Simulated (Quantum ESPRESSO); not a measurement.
**CaC2 (I4/mmm): zone-centre phonons**

Which modes does CaC2 (I4/mmm) have at the zone centre?

Main program and level: Quantum ESPRESSO 8.0 development, patched; DFT LDA, scalar-relativistic, plane waves, PseudoDojo norm-conserving pseudopotentials.

Most raw output is cut from this account.

## (1) The starting structure

The structure is tetragonal, space group I4/mmm (No. 139). The conventional cell has a = 3.869 Å, b = 3.869 Å, c = 6.404 Å, α = 90.00°, β = 90.00°, γ = 90.00°. Nearest to Ca lie 10 C at 2.58 to 2.81 Å. C has 1 C at 1.25 Å and 5 Ca at 2.58 to 2.81 Å nearest. Farther neighbours are not listed.

## (2) A first look

Before anything dear is run, a loose run with smearing shows whether this is a metal and how far the cell is from rest.

Contents of probe.in:

```
&CONTROL
  calculation = 'scf'
  prefix      = 'x'
  outdir      = './tmp'
  pseudo_dir  = './pseudo'
  tprnfor     = .true.
  tstress     = .true.
  verbosity   = 'high'
/
&SYSTEM
  ibrav       = 0
  nat         = 3
  ntyp        = 2
  ecutwfc     = 82.0
  occupations = 'smearing'
  smearing    = 'gaussian'
  degauss     = 0.01
/
&ELECTRONS
  conv_thr         = 1.0d-07
  mixing_beta      = 0.7
  electron_maxstep = 100
/
ATOMIC_SPECIES
 Ca     40.0780  Ca.upf
 C      12.0110  C.upf
CELL_PARAMETERS angstrom
    -1.934298600    1.934298600    3.202111240
     1.934298600   -1.934298600    3.202111240
     1.934298600    1.934298600   -3.202111240
ATOMIC_POSITIONS crystal
 Ca     0.000000000   0.000000000   0.000000000
 C      0.597892720   0.597892720   0.000000000
 C      0.402107280   0.402107280   0.000000000
K_POINTS automatic
 6 6 6 0 0 0
```

Run with:

```console
> OMP_NUM_THREADS=1 mpirun -n 4 pw.x -nk 4 -in probe.in > probe.out
```

The job ended after 7.9 s (4 MPI ranks of Arm Neoverse V2, shared host; 31 s of CPU time).

This step gave:

- volume per atom: 15.97 Å³
- pressure: -4.267 GPa
- gap on the k-mesh: 1.178 eV

A gap of 1.2 eV opens on this mesh, so the crystal is taken as an insulator; the start stands at -4.3 GPa.

## (3) Relaxation

The harmonic expansion starts where the forces on the atoms vanish, and stress shifts the frequencies, so cell and atoms are relaxed with tight thresholds.

Contents of relax.in:

```
&CONTROL
  calculation   = 'vc-relax'
  prefix        = 'x'
  outdir        = './tmp'
  pseudo_dir    = './pseudo'
  tprnfor       = .true.
  tstress       = .true.
  forc_conv_thr = 2.0d-05
  etot_conv_thr = 1.0d-07
  nstep         = 40
/
&SYSTEM
  ibrav       = 0
  nat         = 3
  ntyp        = 2
  ecutwfc     = 98
  occupations = 'fixed'
  nbnd        = 11
/
&ELECTRONS
  conv_thr         = 1.0d-11
  mixing_beta      = 0.7
  electron_maxstep = 100
/
&IONS
/
&CELL
  press_conv_thr = 0.2
/
ATOMIC_SPECIES
 Ca     40.0780  Ca.upf
 C      12.0110  C.upf
CELL_PARAMETERS angstrom
    -1.934298600    1.934298600    3.202111240
     1.934298600   -1.934298600    3.202111240
     1.934298600    1.934298600   -3.202111240
ATOMIC_POSITIONS crystal
 Ca     0.000000000   0.000000000   0.000000000
 C      0.597892720   0.597892720   0.000000000
 C      0.402107280   0.402107280   0.000000000
K_POINTS automatic
 8 8 8 0 0 0
```

Run with:

```console
> OMP_NUM_THREADS=1 mpirun -n 4 pw.x -nk 4 -in relax.in > relax.out
```

The job ended after 3.2 min (4 MPI ranks).

The run stopped without converging: the BFGS search stopped short of its thresholds.

## (4) Relaxing the cell and atoms

The search is taken up again from its last cell, with wider thresholds.

Contents of relax.in:

```
&CONTROL
  calculation   = 'vc-relax'
  prefix        = 'x'
  outdir        = './tmp'
  pseudo_dir    = './pseudo'
  tprnfor       = .true.
  tstress       = .true.
  forc_conv_thr = 1.0d-04
  etot_conv_thr = 1.0d-06
  nstep         = 40
/
&SYSTEM
  ibrav       = 0
  nat         = 3
  ntyp        = 2
  ecutwfc     = 98
  occupations = 'fixed'
  nbnd        = 11
/
&ELECTRONS
  conv_thr         = 1.0d-11
  mixing_beta      = 0.7
  electron_maxstep = 100
/
&IONS
/
&CELL
  press_conv_thr = 0.5
/
ATOMIC_SPECIES
 Ca     40.0780  Ca.upf
 C      12.0110  C.upf
CELL_PARAMETERS angstrom
    -1.879459094    1.879459094    3.138282921
     1.879459094   -1.879459094    3.138282921
     1.879459094    1.879459094   -3.138282921
ATOMIC_POSITIONS crystal
 Ca     0.000000000   0.000000000   0.000000000
 C      0.599877753   0.599877753   0.000000000
 C      0.400122247   0.400122247   0.000000000
K_POINTS automatic
 8 8 8 0 0 0
```

It took 34 s on 4 MPI ranks.

The run stopped without converging: the BFGS search stopped short of its thresholds.

## (5) What came out

| Quantity | Value |
| --- | --- |
| last step | not converged: the BFGS search stopped short of its thresholds |

**Reading.** The chain ended before any phonons were found, so nothing is said of the vibrations.

[Host names and launcher messages were left out of these logs when they were recorded.]

[Logs are printed without paths, hosts, clocks, repeated set-up lines and the standing remarks that a program may print on its own settings, such as how far it seeks lower states.]

[Hosts, paths, dates, database ids (printed as entryN), source tags and the programs' standing remarks are cut or masked in the printed files.]
